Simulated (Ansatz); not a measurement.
**In3Bi (model cell, started as BiF3 type): phonons and vibrational spectra**

Aim: the phonons of In3Bi (model cell, started as BiF3 type) at a cell relaxed beforehand at this level.

Program: Ansatz 0.2.0. Level of theory: DFT PBEsol, scalar-relativistic, plane waves, norm-conserving pseudopotentials. Results are calculated unless marked as measured.

The structure was built from a prototype and need not be the compound's stable phase.

## (1) Set-up

Symmetry: Fm-3m, No. 225, cubic system. The conventional cell has a = 7.586 Å, b = 7.586 Å, c = 7.586 Å, α = 90.00°, β = 90.00°, γ = 90.00°. Bi has 8 In at 3.29 Å nearest. In has 4 In at 3.29 Å and 4 Bi at 3.29 Å nearest. Nearest to In lie 8 In at 3.29 Å. Farther neighbours are not listed.

## (2) Linear response at the zone centre

The cell comes from relaxations at this level that are not shown. The zone centre comes first: it holds the modes that light can see, as far as symmetry allows. No field response is asked, since the mesh shows no gap.

Contents of input.yaml:

```yaml
crystal:
  lattice:
    - [0.0, 3.7932103574, 3.7932103574]
    - [3.7932103574, 0.0, 3.7932103574]
    - [3.7932103574, 3.7932103574, 0.0]
  atoms:
    - { symbol: Bi, position: [0.0, 0.0, 0.0] }
    - { symbol: In, position: [0.25, 0.25, 0.25] }
    - { symbol: In, position: [0.75, 0.75, 0.75] }
    - { symbol: In, position: [0.5, 0.5, 0.5] }
kpoints:
  mp_grid: { grid: [12, 12, 12] }
hamiltonian:
  xc: pbesol
  pseudopotentials: { kind: nc }
scf:
  occupations: { method: methfessel_paxton, width: 0.2 }
output:
  eigenvalues: true
phonons:
  method: dfpt
```

On the command line:

```sh
$ ansatz run input.yaml --threads 4 --pin off --max-ram 7168MiB --backend cpu --events-out ev --progress --plain --runs-dir out
```

Numbers of over 12 decimals in the logs are rounded to 6 here.

Output:

```text
zone centre: on kpoints.mp_grid the ground state, and the responses unless they are solved on pairs of k-points, stand on 163 of the mesh's 1728 k-points, reduced under 8 symmetry operations, with k and −k counted as one. Each operation leaves every solved displacement unchanged or reverses it
Engine: ansatz 0.2.0, aarch64-unknown-linux-gnu
Pseudopotentials: kind: nc
Pseudopotential: Bi, nc, valence charge 15, recommended cutoff 897.975746 eV (normal), Bi.nc.azcp (PseudoDojo's, or run here from an input of PseudoDojo's: the run reads no file of this project's for it)
Pseudopotential: In, nc, valence charge 13, recommended cutoff 952.398519 eV (normal), In.nc.azcp (PseudoDojo's, or run here from an input of PseudoDojo's: the run reads no file of this project's for it)
Functional definition: PBEsol
  exchange = pbesol_x
  correlation = pbesol_c
Crystal: 4 atoms, lattice volume = 109.157 Å³
Basis set: ecut = 952.398519 eV, 7391 PW (Γ), exchange–correlation on 108×108×108 points (8 copies of the dense FFT grid, shifted against one another)
Bands: 33, of which v1, the nominal top of the filled ones, is band 27 counted from 1 (26 counted from 0)
Symmetry: 48 space group operations
k-points: 163 of 1728 (irreducible under 8 space group operations, time reversal used)
Non-local potential: Bi, projectors of the file, l = 0: 2, l = 1: 2, l = 2: 2, l = 3: 2
Non-local potential: In, projectors of the file, l = 0: 2, l = 1: 2, l = 2: 2
Initial density: superposition of atomic densities (chi_scale 0.1, normalization cell, long waves kept (reshape's long-wave potential 0.00 eV rms))
Initial wavefunctions: pseudopotential atomic-orbital guess
Functional: x = pbesol(κ = 0.804, μ = 0.123457), c = pbesol(β = 0.046)
SCF iter   1: F=—  HF=-7634.908969 eV  |F-HF|=—  |Δ(HF+E_count)|=         —  Δρ=1.54e-2  dr2=5.95e-1  ethr=3.10e-3  ⟨swp⟩=9.4  Hψ=48771  notcnv=0  defer=46
automatic band count: the SCF goes on with 39 bands, as 33 were too few: they end inside the smearing window of the response
preconditioner: auto → Kerker (q_TF=auto, 2.426 Å⁻¹)  [metal: Δε(μ)=0.034 eV  Ē_g=18.349 eV  σ=0.200 eV  W_gap=0.14  n_scr=26 (ndim 8)  ℏωp=26.1 eV  f_vac=0.000  D(μ)=2.84/eV (n_scr^D=14)]
SCF iter   2: F=—  HF=-7634.779859 eV  |F-HF|=—  |Δ(HF+E_count)|=   1.29e-1  S|Δr|=    0.00e0  Δρ=9.47e-3  dr2=2.27e-1  ethr=1.10e-3  ⟨swp⟩=1.0  Hψ=7662  notcnv=0  defer=50
SCF iter   3: F=—  HF=-7634.707378 eV  |F-HF|=—  |Δ(HF+E_count)|=   7.25e-2  S|Δr|=    0.00e0  Δρ=2.02e-3  dr2=1.94e-3  ethr=4.21e-4  ⟨swp⟩=2.0  Hψ=10231  notcnv=0  defer=50
SCF iter   4: F=—  HF=-7634.707282 eV  |F-HF|=—  |Δ(HF+E_count)|=   9.60e-5  S|Δr|=    0.00e0  Δρ=1.04e-3  dr2=7.11e-4  ethr=3.59e-6  ⟨swp⟩=2.0  Hψ=10471  notcnv=0  defer=100
SCF iter   5: F=—  HF=-7634.707022 eV  |F-HF|=—  |Δ(HF+E_count)|=   2.60e-4  S|Δr|=    0.00e0  Δρ=2.36e-4  dr2=4.17e-5  ethr=1.32e-6  ⟨swp⟩=2.1  Hψ=9995  notcnv=0  defer=100
SCF iter   6: F=—  HF=-7634.707033 eV  |F-HF|=—  |Δ(HF+E_count)|=   1.03e-5  S|Δr|=    0.00e0  Δρ=6.69e-5  dr2=4.00e-6  ethr=7.72e-8  ⟨swp⟩=3.5  Hψ=12253  notcnv=0  defer=100
SCF iter   7: F=—  HF=-7634.706924 eV  |F-HF|=—  |Δ(HF+E_count)|=   1.09e-4  S|Δr|=    0.00e0  Δρ=1.51e-5  dr2=2.06e-7  ethr=7.41e-9  ⟨swp⟩=2.3  Hψ=10720  notcnv=0  defer=484
SCF iter   8: F=—  HF=-7634.706923 eV  |F-HF|=—  |Δ(HF+E_count)|=   3.74e-8  S|Δr|=    0.00e0  Δρ=4.02e-6  dr2=1.50e-8  ethr=3.81e-10  ⟨swp⟩=3.1  Hψ=12147  notcnv=0  defer=484
SCF iter   9: F=—  HF=-7634.706923 eV  |F-HF|=—  |Δ(HF+E_count)|=   3.49e-9  S|Δr|=    0.00e0  Δρ=7.90e-7  dr2=5.15e-10  ethr=2.77e-11  ⟨swp⟩=2.8  Hψ=11392  notcnv=0  defer=484
SCF iter  10: F=—  HF=-7634.706923 eV  |F-HF|=—  |Δ(HF+E_count)|=  3.00e-11  S|Δr|=    0.00e0  Δρ=1.26e-7  dr2=1.99e-11  ethr=1.00e-12  ⟨swp⟩=3.1  Hψ=12022  notcnv=0  defer=484
SCF iter  11: F=-7634.706923 eV  HF=-7634.706923 eV  |F-HF|=0.00e0  |Δ(HF+E_count)|=  1.82e-12  S|Δr|=    0.00e0  Δρ=2.04e-8  dr2=3.47e-13  ethr=1.00e-12  ⟨swp⟩=17.8  Hψ=48216  notcnv=0
SCF 1 converged in 11 iterations: F = -7634.706923 eV  dr2 = 3.47e-13
DFPT response loops at Γ: preconditioner auto → Kerker (q_TF=auto, 2.426 Å⁻¹) (partly filled bands, converged f_vac=0.000); β = 1.00, the filter's whole step (`scf.mixing.beta` (0.50) is not read by the response loops under this deck's `scf.mixing.preconditioner`; to damp them name `kerker` or `kerker_dos`, under which they read `scf.mixing.beta`, and type it under 1.00, their step now; both keys bind the ground state too); Broyden in place of MSR1
SCF converged after 11 iterations
Stability not checked: this state was not tested for a lower state beside it, because cold or Methfessel-Paxton smearing, or corrected tetrahedra, fill the levels in a way that the test cannot read (fill_not_monotonic; see scf.lower_state_search)
Free energy (F): -7634.706923 eV
Harris-Foulkes:  -7634.706923 eV  (|F-HF|=0.00e0)
Internal energy: -7634.697120 eV  (E = F + TS)
E sigma→0 (E₀):  -7634.704473 eV
Entropy (-TS):   -0.009803 eV (-2.451 meV/atom)
Fermi energy:    10.914006 eV
--- Per-component energies (eV) ---
  E_band       = -140.830417
  E_kinetic    = 4470.349167
  E_local      = -4779.075429  (includes V_loc(G=0)·N_el)
  E_nonlocal   = -1616.356657
  E_hartree    = 1532.375207
  E_xc         = -2195.879385
  E_vxc        = -1280.497891  (∫ρ·V_xc dr)
  E_ewald      = -5046.110024
  E_smearing   = -0.009803  (= −TS)
  E_closure    = 0.000000  (closes the sum)
  Σ components = -7634.706923   (vs F -7634.706923, Δ=0.00e0)
--- Band table (eV; the first three rows and the last of 163) ---
  k-point 0: bands = [... 23 lower, 9.3016, 9.3016, 9.3016, 10.5986, 10.6866, 10.6866, 10.6866, 11.6127, ... 8 higher]
  k-point 1: bands = [... 23 lower, 9.1504, 9.1989, 9.1989, 10.0697, 10.7985, 10.7985, 11.3048, 11.5751, ... 8 higher]
  k-point 2: bands = [... 23 lower, 8.9998, 8.9998, 9.3188, 9.4342, 10.7864, 10.7864, 11.7769, 11.7769, ... 8 higher]
  k-point 162: bands = [... 23 lower, 4.8276, 9.5356, 9.5930, 10.2582, 10.2582, 14.1063, 14.1063, 15.4520, ... 8 higher]
--- Phonons (Γ-DFPT): 3 representative perturbations + reference, on 163 of 1728 k-points (Σ response iterations 10) ---
  k mesh reduced under 8 symmetry operations, with k and −k counted as one. Each operation leaves every solved displacement unchanged or reverses it
  ASR residual: 7.376e-4 → 0.000e0 eV/Å²; symmetrization residual: 2.645e-4 eV/Å²
  ASR residual per site (eV/Å²): 7.38e-4 2.50e-4 2.50e-4 9.40e-5
  Γ frequencies (cm⁻¹): 0.00 0.00 0.00 62.90 62.90 62.90 67.91 67.91 67.91 80.83 80.83 80.83
  non-analytic LO–TO correction: not included (Born effective charges unavailable; polar crystals: no LO–TO splitting at Γ)
```

It took 3.6 min on 4 threads of Arm Neoverse V1, shared host; peak memory 4.5 GiB; 14 min of CPU time.

Reading the cycles: dr2 is the Hartree energy of the density residual (eV), the measure of convergence; HF is the Harris–Foulkes estimate of the energy, which meets the free energy F at convergence.

This step gave:

```
volume per atom                                         : 27.29 Å³
gap on the k-mesh                                       : 0 eV
sum-rule residual before enforcement                    : 7.38e-4 eV/Å²
point group                                             : m-3m
highest optical mode at the zone centre (no LO-TO term) : 80.83 cm⁻¹
lowest optical zone-centre mode                         : 62.9 cm⁻¹
```

Patterns of degenerate modes are one choice out of their space. Modes at Γ, with each element's share of the kinetic energy:

| mode | frequency (cm⁻¹) | symmetry | Bi % | In % |
| --- | --- | --- | --- | --- |
| 1 | 0.0 | acoustic | 38 | 62 |
| 2 | 0.0 | acoustic | 38 | 62 |
| 3 | 0.0 | acoustic | 38 | 62 |
| 4 | 62.9 | T1u | 42 | 58 |
| 5 | 62.9 | T1u | 42 | 58 |
| 6 | 62.9 | T1u | 42 | 58 |
| 7 | 67.9 | T2g | 0 | 100 |
| 8 | 67.9 | T2g | 0 | 100 |
| 9 | 67.9 | T2g | 0 | 100 |
| 10 | 80.8 | T1u | 20 | 80 |
| 11 | 80.8 | T1u | 20 | 80 |
| 12 | 80.8 | T1u | 20 | 80 |

Displacements in mode 5 (62.9 cm⁻¹), the largest set to 1:
```
Bi1 -0.64  0.18 -0.45
In2  0.08 -0.02  0.06
In3  0.08 -0.02  0.06
In4  1.00 -0.28  0.70
```

Displacements in mode 9 (67.9 cm⁻¹), the largest set to 1:
```
Bi1  0.00  0.00  0.00
In2  0.00  0.17  1.00
In3  0.00 -0.17 -1.00
In4  0.00  0.00  0.00
```

Before it was imposed, the acoustic sum rule was missed by 7.4e-4 eV/Å². Small misses are needed for a sound result but don't prove that mesh and cutoff are converged. The lowest optical mode is real, 62.9 cm⁻¹.

## (3) Response at finite wavevector

Stability and thermal properties need the whole zone. Linear response on a 2×2×2 q mesh gives force constants as far as a supercell of that size would.

input.yaml: that of step 2 with these lines changed.

```diff
@@ -21 +21,8 @@
   method: dfpt
+  qmesh: [2, 2, 2]
+  temperatures: { t_max: 1000, t_step: 50 }
+  qpath:
+    path:
+      - [[0.0, 0.0, 0.0], [0.5, 0.0, 0.5], [0.625, 0.25, 0.625]]
+      - [[0.375, 0.375, 0.75], [0.0, 0.0, 0.0], [0.5, 0.5, 0.5], [0.5, 0.25, 0.75], [0.5, 0.0, 0.5]]
+    npoints: 10
```

Output:

```text
Warning: phonons: the dynamical matrix that this run interpolates holds no multipole term above the dipole-dipole one, and a site of this crystal is no centre of inversion, so its interpolated transverse optical and acoustic branches and sound speeds can stay off near Gamma, and the density of states and the thermodynamics with them. What a run solves at a wave vector of phonons.qpoints, Gamma apart, where the deck admits one, is free of this, and under fd what a larger phonons.supercell samples
[... 7 set-up lines as in the run before ...]
Crystal: 4 atoms, lattice volume = 109.157 Å³
Basis set: ecut = 952.398519 eV, 7391 PW (Γ), exchange–correlation on 108×108×108 points (8 copies of the dense FFT grid, shifted against one another)
Bands: 33, of which v1, the nominal top of the filled ones, is band 27 counted from 1 (26 counted from 0)
[... 1 set-up line as in the run before ...]
k-points: 72 of 1728
[... 5 set-up lines as in the run before ...]
SCF iter   1: F=—  HF=-7634.908942 eV  |F-HF|=—  |Δ(HF+E_count)|=         —  Δρ=1.54e-2  dr2=5.95e-1  ethr=3.10e-3  ⟨swp⟩=9.5  Hψ=21568  notcnv=0  defer=24
automatic band count: the SCF goes on with 39 bands, as 33 were too few: they end inside the smearing window of the response
preconditioner: auto → Kerker (q_TF=auto, 2.426 Å⁻¹)  [metal: Δε(μ)=0.034 eV  Ē_g=18.349 eV  σ=0.200 eV  W_gap=0.14  n_scr=26 (ndim 8)  ℏωp=26.1 eV  f_vac=0.000  D(μ)=2.84/eV (n_scr^D=14)]
SCF iter   2: F=—  HF=-7634.779837 eV  |F-HF|=—  |Δ(HF+E_count)|=   1.29e-1  S|Δr|=    0.00e0  Δρ=9.47e-3  dr2=2.27e-1  ethr=1.10e-3  ⟨swp⟩=1.0  Hψ=3385  notcnv=0  defer=24
SCF iter   3: F=—  HF=-7634.707377 eV  |F-HF|=—  |Δ(HF+E_count)|=   7.25e-2  S|Δr|=    0.00e0  Δρ=2.02e-3  dr2=1.93e-3  ethr=4.21e-4  ⟨swp⟩=2.0  Hψ=4533  notcnv=0  defer=24
[...]
SCF 2 converged in 3 iterations: F = -7634.706923 eV  dr2 = 1.09e-12
phonons: the bands overlap, so this run is a metal and interpolates without the dipole-dipole term. If the crystal is really an insulator or semiconductor, its LO-TO splitting is missing
NSCF: frozen V_eff on 72 k-points
NSCF: frozen V_eff on 163 k-points
DFPT response loops at q = (0, 0, 0) (fractional): preconditioner auto → Kerker (q_TF=auto, 2.426 Å⁻¹) (partly filled bands, converged f_vac=0.000); β = 1.00, the filter's whole step (`scf.mixing.beta` (0.50) is not read by the response loops under this deck's `scf.mixing.preconditioner`; to damp them name `kerker` or `kerker_dos`, under which they read `scf.mixing.beta`, and type it under 1.00, their step now; both keys bind the ground state too); Broyden in place of MSR1
NSCF: frozen V_eff on 952 k-points
NSCF: frozen V_eff on 952 k-points
phonons.qmesh, q = [0.0000, 0.0000, -0.5000]: its response loops start from zero, take more passes and end by a threshold: the memory limit or budget leaves too little room for the subspace of the ground state's own states beside the solves, or none could be made (phonons.method)
NSCF: frozen V_eff on 952 k-points
Step stopped at a memory limit. What follows is not a result of the run: it is the report of the last solve that finished, which converged after 11 SCF iterations.
Free energy (F): -7634.706923 eV
Harris-Foulkes:  -7634.706923 eV  (|F-HF|=2.73e-12)
Internal energy: -7634.697120 eV  (E = F + TS)
E sigma→0 (E₀):  -7634.704473 eV
Entropy (-TS):   -0.009803 eV (-2.451 meV/atom)
Fermi energy:    10.914006 eV
--- Per-component energies (eV) ---
  E_band       = -140.830418
  E_kinetic    = 4470.349168
  E_local      = -4779.075430  (includes V_loc(G=0)·N_el)
  E_nonlocal   = -1616.356658
  E_hartree    = 1532.375208
  E_xc         = -2195.879385
  E_vxc        = -1280.497891  (∫ρ·V_xc dr)
  E_ewald      = -5046.110024
  E_smearing   = -0.009803  (= −TS)
  E_closure    = -0.000000  (closes the sum)
  Σ components = -7634.706923   (vs F -7634.706923, Δ=0.00e0)
--- Band table (eV; the first three rows and the last of 72) ---
  k-point 0: bands = [... 23 lower, 9.3016, 9.3016, 9.3016, 10.5986, 10.6866, 10.6866, 10.6866, 11.6127, ... 8 higher]
  k-point 1: bands = [... 23 lower, 9.1504, 9.1989, 9.1989, 10.0697, 10.7985, 10.7985, 11.3048, 11.5751, ... 8 higher]
  k-point 2: bands = [... 23 lower, 8.9998, 8.9998, 9.3188, 9.4342, 10.7864, 10.7864, 11.7769, 11.7769, ... 8 higher]
  k-point 71: bands = [... 23 lower, 4.8276, 9.5356, 9.5930, 10.2582, 10.2582, 14.1063, 14.1063, 15.4520, ... 8 higher]
End of that report.
Error: memory limit exceeded: the `dfpt response` phase needs 8.22 GiB against the run's memory maximum of 7.00 GiB; largest carriers: scf state 4.03 GiB, retained responses 1.47 GiB, fixed right-hand sides 1.47 GiB, plane-wave basis 0.41 GiB, unmodelled-tail allowance 0.36 GiB; wavefunction blocks cannot be spilled: a `phonons` calculation is not among those that spill (`scf`, `evaluate`, and `md` and `relax` at a fixed cell)
with nothing else changed it takes a maximum of at least 8.22 GiB, with nothing to spare, and 9.04 GiB leaves up to a tenth: --max-ram 9.04GiB where that set the maximum, else more of the term that did, and with no share typed, where 9.04 GiB is over 0.88 of the host's memory or its container's limit, a share of 0.88 or more that holds the maximum too (--max-ram-frac F), where one does; The budget is ten elevenths of [...]
```

The job ended after 10 min (4 threads; peak memory 6 GiB).

The run ended with an error after its SCF cycle had converged; no result of it is taken.

The program's message: “memory limit exceeded: the `dfpt response` phase needs 8.22 GiB against the run's memory maximum of 7.00 GiB; largest carriers: scf state 4.03 GiB, retained responses 1.47 GiB, fixed right-hand sides …”

## (4) Another isotope

An isotope changes the mass and not the force constants, so no new electronic calculation is needed; the shifts show which modes move this element.

The same force constants with the mass of In changed from 114.818 to 112.904 u (phonopy, no LO-TO term). Both lists are sorted by frequency; levels can cross, so a row need not hold one and the same mode. Modes under 3 cm⁻¹ are left out. Isotope shifts, by row:

| q | rank | natural mass (cm⁻¹) | changed mass (cm⁻¹) |
| --- | --- | --- | --- |
| 0 0 0 | 4 | 62.9 | 63.21 |
| 0 0 0 | 5 | 62.9 | 63.21 |
| 0 0 0 | 6 | 62.9 | 63.21 |
| 0 0 0 | 7 | 67.91 | 68.49 |
| 0 0 0 | 8 | 67.91 | 68.49 |
| 0 0 0 | 9 | 67.91 | 68.49 |
| 0 0 0 | 10 | 80.83 | 81.38 |
| 0 0 0 | 11 | 80.83 | 81.38 |
| 0 0 0 | 12 | 80.83 | 81.38 |

A mode of this element alone would shift by +0.84 %. The highest zone-centre frequency without the field goes from 80.8 to 81.4 cm⁻¹ (+0.7 %). The product of the frequency ratios over all optical modes at Γ is 1.062; the product rule, (m/m′)^(3k/2) (M′/M)^(3/2) with k = 3 such atoms and M the mass of the cell, gives 1.062.

## (5) Results

```json
{"space group (within 0.01 Å)": "Fm-3m", "volume per atom": "27.3 Å³", "electronic character": "no gap on this mesh", "highest optical mode at the zone centre (no LO-TO term)": "80.8 cm⁻¹", "lowest optical zone-centre mode": "62.9 cm⁻¹", "imaginary modes at Γ (the only wavevector solved)": "none"}
```

**Reading.** The structure is stable against zone-centre distortions, since no mode there is imaginary; other wavevectors were not solved, so zone-boundary instabilities are untested. The optical modes at Γ span 63 to 81 cm⁻¹. No dispersion was computed. The highest mode in this list at Γ, 80.8 cm⁻¹, is mostly motion of In (80 % of the kinetic energy). With no gap, or one that is small against the smearing, the frequencies hang on the k mesh and the smearing, most of all near Kohn anomalies. Spin-orbit coupling is left out, which can matter for the heavy elements here. The starting cell was built on a prototype and not taken from a measurement, so the phase need not exist. These are harmonic frequencies at zero temperature: anharmonic shifts, linewidths and thermal expansion are left out.

[Logs are printed without paths, hosts, clocks, repeated set-up lines and the standing remarks that a program may print on its own settings, such as how far it seeks lower states.]

[Hosts, paths, dates, database ids (printed as entryN), source tags and the programs' standing remarks are cut or masked in the printed files.]
